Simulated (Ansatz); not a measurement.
# AlIn (built on the sites of a database entry of ScBi): from the cell to its phonons, part 2 of 2

Aim: the vibrations of AlIn (built on the sites of a database entry of ScBi), their spectra, and whether the structure is stable.

Ansatz 0.2.0; DFT PBEsol, scalar-relativistic, plane waves, PAW.

So far. Step 4 (Tight relaxation): The forces vanish by symmetry and the pressure is 0.005 GPa, within the tolerances set. The cell now holds 23.19 Å³/atom. Step 5 (Zone-centre response): Before it was imposed, the acoustic sum rule was missed by 3.1e-5 eV/Å². Small misses are needed for a sound result but don't prove that mesh and cutoff are converged. The lowest optical mode is real, 213 cm⁻¹. The relaxed cell has a = 5.704 Å (conventional setting).

The structure was built from a prototype and need not be the compound's stable phase.

## Step 6: Response at finite wavevector

Stability and thermal properties need the whole zone. Linear response on a 4×4×4 q mesh gives force constants as far as a supercell of that size would.

Contents of input.yaml:

```yaml
crystal:
  lattice:
    - [0.0, 2.8518048579, 2.8518048579]
    - [2.8518048579, 0.0, 2.8518048579]
    - [2.8518048579, 2.8518048579, 0.0]
  atoms:
    - { symbol: Al, position: [0.5, 0.5, 0.5] }
    - { symbol: In, position: [0.0, 0.0, 0.0] }
kpoints:
  mp_grid: { grid: [12, 12, 12] }
hamiltonian:
  xc: pbesol
scf:
  occupations: { method: methfessel_paxton, width: 0.2 }
output:
  eigenvalues: true
phonons:
  method: dfpt
  qmesh: [4, 4, 4]
  temperatures: { t_max: 1000, t_step: 50 }
  qpath:
    path:
      - [[0.0, 0.0, 0.0], [0.5, 0.0, 0.5], [0.625, 0.25, 0.625]]
      - [[0.375, 0.375, 0.75], [0.0, 0.0, 0.0], [0.5, 0.5, 0.5], [0.5, 0.25, 0.75], [0.5, 0.0, 0.5]]
    npoints: 10
```

Command:

```bash
> ansatz run input.yaml --threads 4 --pin off --max-ram 7168MiB --backend cpu --events-out ev --progress --plain --runs-dir out
```

Numbers of over 12 decimals in the logs are rounded to 6 here.

The log of the run:

```text
[...]
Crystal: 2 atoms, lattice volume = 46.386 Å³
Basis set: ecut = 420 eV, 893 PW (Γ), exchange–correlation on 54×54×54 points (8 copies of the dense FFT grid, shifted against one another)
Bands: 12, of which v1, the nominal top of the filled ones, is band 8 counted from 1 (7 counted from 0)
Symmetry: 48 space group operations
k-points: 72 of 1728
[...]
SCF iter   1: F=—  HF=-6049.382541 eV  |F-HF|=—  |Δ(HF+E_count)|=         —  Δρ=2.71e-3  dr2=3.68e-3  ethr=1.77e-3  ⟨swp⟩=5.2  Hψ=5213  notcnv=0
[...]
SCF iter   9: F=-6049.379964 eV  HF=-6049.379964 eV  |F-HF|=3.64e-12  |Δ(HF+E_count)|=  1.73e-10  S|Δr|=    0.00e0  Δρ=4.55e-8  dr2=5.92e-13  ethr=1.00e-12  ⟨swp⟩=5.4  Hψ=4225  notcnv=0
SCF 1 converged in 9 iterations: F = -6049.379964 eV  dr2 = 5.92e-13
[...]
SCF iter   4: F=-6049.379964 eV  HF=-6049.379964 eV  |F-HF|=5.46e-12  |Δ(HF+E_count)|=  1.00e-11  S|Δr|=    0.00e0  Δρ=1.65e-7  dr2=4.80e-12  ethr=1.00e-12  ⟨swp⟩=1.7  Hψ=2777  notcnv=0
SCF 2 converged in 4 iterations: F = -6049.379964 eV  dr2 = 4.80e-12
phonons: the bands overlap, so this run is a metal and interpolates without the dipole-dipole term. If the crystal is really an insulator or semiconductor, its LO-TO splitting is missing
NSCF: frozen V_eff on 72 k-points
[...]
DFPT response loops at q = (0, 0, 0) (fractional): preconditioner auto → Kerker (q_TF=auto, 2.285 Å⁻¹) (partly filled bands, converged f_vac=0.000); β = 1.00, the filter's whole step (`scf.mixing.beta` (0.50) is not read by the response loops under this deck's `scf.mixing.preconditioner`; to damp them name `kerker` or `kerker_dos`, under which they read `scf.mixing.beta`, and type it under 1.00, their step now; both keys bind the ground state too); Broyden in place of MSR1
[...]
SCF converged after 9 iterations
[...]
Free energy (F): -6049.379964 eV
[...]
Internal energy: -6049.383225 eV  (E = F + TS)
E sigma→0 (E₀):  -6049.380779 eV
Entropy (-TS):   0.003260 eV (1.630 meV/atom)
Fermi energy:    7.979629 eV
[...]
--- Band table (eV; the first three rows and the last of 72) ---
  k-point 0: bands = [... 4 lower, -6.3382, -1.5669, 10.4315, 10.4315, 10.4315, 13.1089, 14.5346, 14.5346]
  k-point 1: bands = [... 4 lower, -6.3348, -1.4685, 9.5361, 10.3990, 10.3990, 13.4624, 14.5134, 14.7034]
  k-point 2: bands = [... 4 lower, -6.3245, -1.1729, 7.9271, 10.3374, 10.3374, 13.2343, 14.2013, 14.2013]
  k-point 71: bands = [... 4 lower, -6.2460, 3.3581, 4.1743, 5.2421, 5.2421, 12.9826, 13.1252, 15.1111]
--- Phonons (Γ-DFPT): 2 representative perturbations + reference (Σ response iterations 7) ---
  ASR residual: 1.123e-5 → 0.000e0 eV/Å²; symmetrization residual: 2.296e-6 eV/Å²
  ASR residual per site (eV/Å²): 3.98e-6 1.12e-5
  Γ frequencies (cm⁻¹): 0.00 0.00 0.00 213.37 213.37 213.37
--- Phonons (arbitrary-q DFPT): 8 irreducible q on the 4×4×4 mesh ---
  q = [0.0000, 0.0000, 0.0000] (star 1, of the zone-centre solve; hermiticity 1.26e-6, symmetrization 4.31e-12): -0.00 0.00 0.00 213.37 213.37 213.37
  q = [0.0000, 0.0000, 0.2500] (star 8, 2 solved perturbations on 936 of 1728 k-point pairs; hermiticity 1.56e-6, symmetrization 3.18e-12): 57.73 57.73 62.28 191.91 191.91 194.86
[...]
q = [0.0000, 0.2500, 0.2500] (star 6, 4 solved perturbations in 1608 linear systems a pass and spin channel, the states on 510 of 1728 k-point pairs; hermiticity 2.37e-6, symmetrization 3.68e-13): -27.16 -27.16 84.13 167.11 213.09 213.09
[...]
sum rule: each row above includes the acoustic sum rule's correction from the zone centre's row sums; it moved no ω² by more than (0.20 cm⁻¹)²
  mesh force constants: q→R imaginary residual 9.48e-18; ASR residual 1.123e-5 → 0.000e0 eV/Å²; symmetrization residual 2.665e-15 eV/Å²
  interpolated dispersion: 62 rows × 6 modes
  density of states and harmonic sums: on the 20×20×20 q-mesh, interpolated from the force constants of a 4×4×4 supercell (no non-analytic term)
  largest difference from the sums on the solved wave vectors: F 2.47e-2 eV, S 2.69e-5 and C_V 3.19e-6 eV/K
  zero-point energy: 0.043573 eV/cell   skipped modes (ω ≤ 0): 286, of them read as no rigid motion or as one in doubt: 283 (1.099e0 modes/cell left out, lowest -58.21 cm⁻¹)   left out of the sums: 1.83e-1 of the cell's modes: C_V's classical limit lies that fraction below 3 k_B per atom; for a crystal, a wire or a layer, F and S can be off by more, and a phonons.interpolated_qmesh denser along its periods is the remedy for the sampling
```

Wall time 2 min (4 threads of Intel Xeon 6975P-C (Granite Rapids), shared host); peak memory 2.5 GiB; 7.4 min of CPU time.

Numbers from this step:

```
sum-rule residual before enforcement                    : 1.12e-5 eV/Å²
lowest frequency on the path                            : -58.46 cm⁻¹
highest frequency on the path or at a solved wavevector : 235.6 cm⁻¹
lowest mode on the q mesh (acoustic modes at Γ apart)   : -55.2 cm⁻¹
```

Frequencies (cm⁻¹) solved at each irreducible wavevector; negative means imaginary. Frequencies by wavevector, by row:

```csv
q in reciprocal lattice units,star,mode 1,mode 2,mode 3,mode 4,mode 5,mode 6
0 0 0,1,0,0,0,213.4,213.4,213.4
0 0 0.25,8,57.7,57.7,62.3,191.9,191.9,194.9
0 0 -0.5,4,88.6,88.6,96.4,157.8,159.5,159.5
0 0.25 0.25,6,-27.2,-27.2,84.1,167.1,213.1,213.1
0 0.25 -0.5,24,-32.3,38,50,199.5,200.5,203.9
0 0.25 -0.25,12,-46.8,85.2,86.4,160.9,165.9,222.5
0 -0.5 -0.5,3,-53.8,-39,-39,218.3,218.3,235.6
0.25 -0.5 -0.25,6,-55.2,-55.2,85.5,158.3,226.8,226.8
```

Interpolated from a 4×4×4 q mesh. The phonon branches at the labelled points (cm⁻¹):

| point | branch 1 | branch 2 | branch 3 | branch 4 | branch 5 | branch 6 |
| --- | --- | --- | --- | --- | --- | --- |
| Γ | 0 | 0 | 0 | 213 | 213 | 213 |
| halfway | -27 | -27 | 84 | 167 | 213 | 213 |
| X | -54 | -39 | -39 | 218 | 218 | 236 |
| halfway | -56 | -33 | -25 | 214 | 214 | 233 |
| U | -58 | 24 | 37 | 202 | 202 | 227 |
| jump to K | -58 | 24 | 37 | 202 | 202 | 227 |
| halfway | -38 | 84 | 87 | 167 | 171 | 220 |
| Γ | 0 | 0 | 0 | 213 | 213 | 213 |
| halfway | 58 | 58 | 62 | 192 | 192 | 195 |
| L | 89 | 89 | 96 | 158 | 160 | 160 |
| halfway | -13 | 20 | 91 | 164 | 202 | 203 |
| W | -55 | -55 | 86 | 158 | 227 | 227 |
| halfway | -58 | -42 | 37 | 195 | 224 | 230 |
| X | -54 | -39 | -39 | 218 | 218 | 236 |

The phonon branches as a text plot (rows in cm⁻¹):

```
    229 |           *********                            ********
    217 |***************     ************               *     ***
    205 | **     *      ***         **   ***          **      *
    193 |                  *      **        *        *
    180 |   *   *           *    *           **     *       **
    168 |    ***             ****              *  ******
    156 |                      *                ****    ****
    144 |
    131 |
    119 |
    107 |
     95 |    **                *               *********
     82 |   *  *             ****             *** **    ****
     70 |                   *    *           **    *
     58 |  *    *          *      **        *       *       *
     46 |                  *        *      *         *       *
     33 | *              **         *     *          *
     21 |                 *          *   *            *       *
      9 |               **              *
     -3 |**      *                    **
    -16 |  *                        **                *
    -28 |   ********   **        ***                   *       *
    -40 |         *****        **                      **    ****
    -52 |           ***********                         *********
         Γ           X  U|K            Γ         L        W     X
```

Tetrahedra on a 20×20×20 mesh, mean over bins of 5 cm-1. Interpolated from a 4×4×4 q mesh. The phonon density of states by wavenumber; read off at these points:

```
wavenumber (cm⁻¹)  phonon density of states (1/cm⁻¹/cell)
              -58                                  0.0178
              -48                                  0.0215
              -38                                  0.0256
              -28                                  0.0237
              -18                                  0.0125
               -8                                 0.00963
                2                                 0.00893
               12                                 0.00901
               22                                  0.0104
               32                                  0.0140
               42                                  0.0177
               52                                  0.0202
               62                                  0.0227
               72                                  0.0268
               82                                  0.0388
               88                                  0.0567
               98                                  6.0e-5
              108                                       0
              118                                       0
              128                                       0
              138                                       0
              148                                       0
              158                                 0.00133
              168                                  0.0527
              178                                  0.0343
              188                                  0.0330
              198                                  0.0361
              208                                  0.0472
              212                                  0.0671
              218                                  0.0596
              228                                  0.0192
              238                                  3.0e-5
```

Phonopy on the run's constants, 17x17x17 mesh, Gaussian sigma 2.3 cm-1. Interpolated from a 4×4×4 q mesh. Table of partial phonon density of states by wavenumber; read off at these points; values in 1/cm⁻¹/cell:

```
wavenumber (cm⁻¹)       Al       In
            -60.0  0.00165  0.00509
            -50.0  0.00559   0.0177
            -40.0  0.00578   0.0194
            -35.9  0.00685   0.0235
            -30.0  0.00462   0.0168
            -20.0  0.00322   0.0121
            -10.0  0.00169  0.00612
              0.0   6.8e-4  0.00273
             10.0  0.00113  0.00417
             20.0  0.00217  0.00847
             30.0  0.00245  0.00998
             40.0  0.00402   0.0168
             50.0  0.00353   0.0164
             60.0  0.00338   0.0178
             70.0  0.00280   0.0192
             80.0  0.00289   0.0331
             90.0   8.3e-4   0.0459
            100.0        0   1.4e-4
            110.0        0        0
            120.0        0        0
            130.0        0        0
            140.0        0        0
            150.0   3.8e-6        0
            160.0   0.0280   4.9e-4
            165.3   0.0547  0.00199
            170.0   0.0355  0.00285
            180.0   0.0244  0.00391
            185.5   0.0315  0.00586
            190.0   0.0237    0.005
            200.0   0.0278  0.00679
            210.0   0.0426   0.0113
            213.7   0.0526   0.0144
            220.0   0.0429   0.0126
            230.0  0.00809  0.00261
            240.0   4.5e-5   1.8e-5
            250.0        0        0
```

Second derivatives of the energy by pair, one row for each kind of neighbour of each atom listed. Each entry sums the pair over the periodic images of the supercell that the q mesh stands for, and in a polar crystal it holds the long-range dipole part too. Force constants by pair, by row:

```
atom  neighbour  distance (Å)  third of the trace (eV/Å²)  along the pair's line (eV/Å²)
 Al1     itself             0                       3.171                              –
 Al1         In         2.852                     -0.5608                         -2.167
 Al1         Al         4.033                      -0.007                        -0.0091
 Al1         In         4.939                       -0.01                        -0.0057
 Al1         Al         5.704                      0.0993                         0.2889
 Al1         In         6.377                     -0.0118                        -0.0214
 Al1         Al         6.985                      0.0015                         0.0055
 In2     itself             0                       3.761                              –
 In2         Al         2.852                     -0.5608                         -2.167
 In2         In         4.033                     -0.0296                        -0.1031
 In2         Al         4.939                       -0.01                        -0.0057
 In2         In         5.704                       0.046                          0.157
 In2         Al         6.377                     -0.0118                        -0.0214
 In2         In         6.985                     -0.0034                        -0.0062
```

Symmetry leaves 8 wavevectors to solve. The lowest mode among them, the acoustic zeros apart, lies at q = (0.25, -0.5, -0.25) and is imaginary, 55.2i cm⁻¹, so the energy falls along it. Between them the interpolated path dips to 58i cm⁻¹.

## Step 7: Another isotope

An isotope changes the mass and not the force constants, so no new electronic calculation is needed; the shifts show which modes move this element.

The same force constants with the mass of In changed from 114.818 to 112.904 u (phonopy, no LO-TO term). Both lists are sorted by frequency; levels can cross, so a row need not hold one and the same mode. Modes under 3 cm⁻¹ are left out. Isotope shifts, by row:

```csv
q,rank,natural mass (cm⁻¹),changed mass (cm⁻¹)
0 0 0,4,213.4,213.7
0 0 0,5,213.4,213.7
0 0 0,6,213.4,213.7
0 0 0.25,1,57.73,58.14
0 0 0.25,2,57.73,58.14
0 0 0.25,3,62.28,62.72
0 0 0.25,4,191.9,192.2
0 0 0.25,5,191.9,192.2
0 0 0.25,6,194.9,195.1
0 0 -0.5,1,88.61,89.35
0 0 -0.5,2,88.61,89.35
0 0 -0.5,3,96.43,97.24
0 0 -0.5,4,157.8,157.8
0 0 -0.5,5,159.5,159.5
0 0 -0.5,6,159.5,159.5
0 0.25 0.25,1,-27.16,-27.34
0 0.25 0.25,2,-27.16,-27.34
0 0.25 0.25,3,84.13,84.79
0 0.25 0.25,4,167.1,167.2
0 0.25 0.25,5,213.1,213.5
0 0.25 0.25,6,213.1,213.5
```

A mode of this element alone would shift by +0.84 %. The highest zone-centre frequency without the field goes from 213.4 to 213.7 cm⁻¹ (+0.2 %). The product of the frequency ratios over all optical modes at Γ is 1.005; the product rule, (m/m′)^(3k/2) (M′/M)^(3/2) with k = 1 such atoms and M the mass of the cell, gives 1.005.

## Step 8: Results

| Item | Value |
| --- | --- |
| space group after relaxation (within 0.01 Å) | Fm-3m |
| volume per atom | 23.2 Å³ |
| electronic character | no gap on this mesh |
| highest optical mode at the zone centre (no LO-TO term) | 213 cm⁻¹ |
| lowest optical zone-centre mode | 213 cm⁻¹ |
| lowest mode on the q mesh (acoustic modes at Γ apart) | -55.2 cm⁻¹ |
| highest frequency on the path or at a solved wavevector | 236 cm⁻¹ |
| imaginary modes on the 4×4×4 q mesh | yes |

Modes are clearly imaginary (beyond 10i cm⁻¹) at 5 of the 8 irreducible wavevectors, most at q = (0.25, -0.5, -0.25) (55.2i cm⁻¹), so this structure is not a minimum of the energy. The optical modes at Γ form one degenerate level at 213 cm⁻¹. The highest mode in this list at Γ, 213.4 cm⁻¹, is mostly motion of Al (81 % of the kinetic energy). With no gap, or one that is small against the smearing, the frequencies hang on the k mesh and the smearing, most of all near Kohn anomalies. The starting cell was built on a prototype and not taken from a measurement, so the phase need not exist. These are harmonic frequencies at zero temperature: anharmonic shifts, linewidths and thermal expansion are left out.

[Logs are printed without paths, hosts, clocks, repeated set-up lines and the standing remarks that a program may print on its own settings, such as how far it seeks lower states.]

[Hosts, paths, dates, database ids (printed as entryN), source tags and the programs' standing remarks are cut or masked in the printed files.]
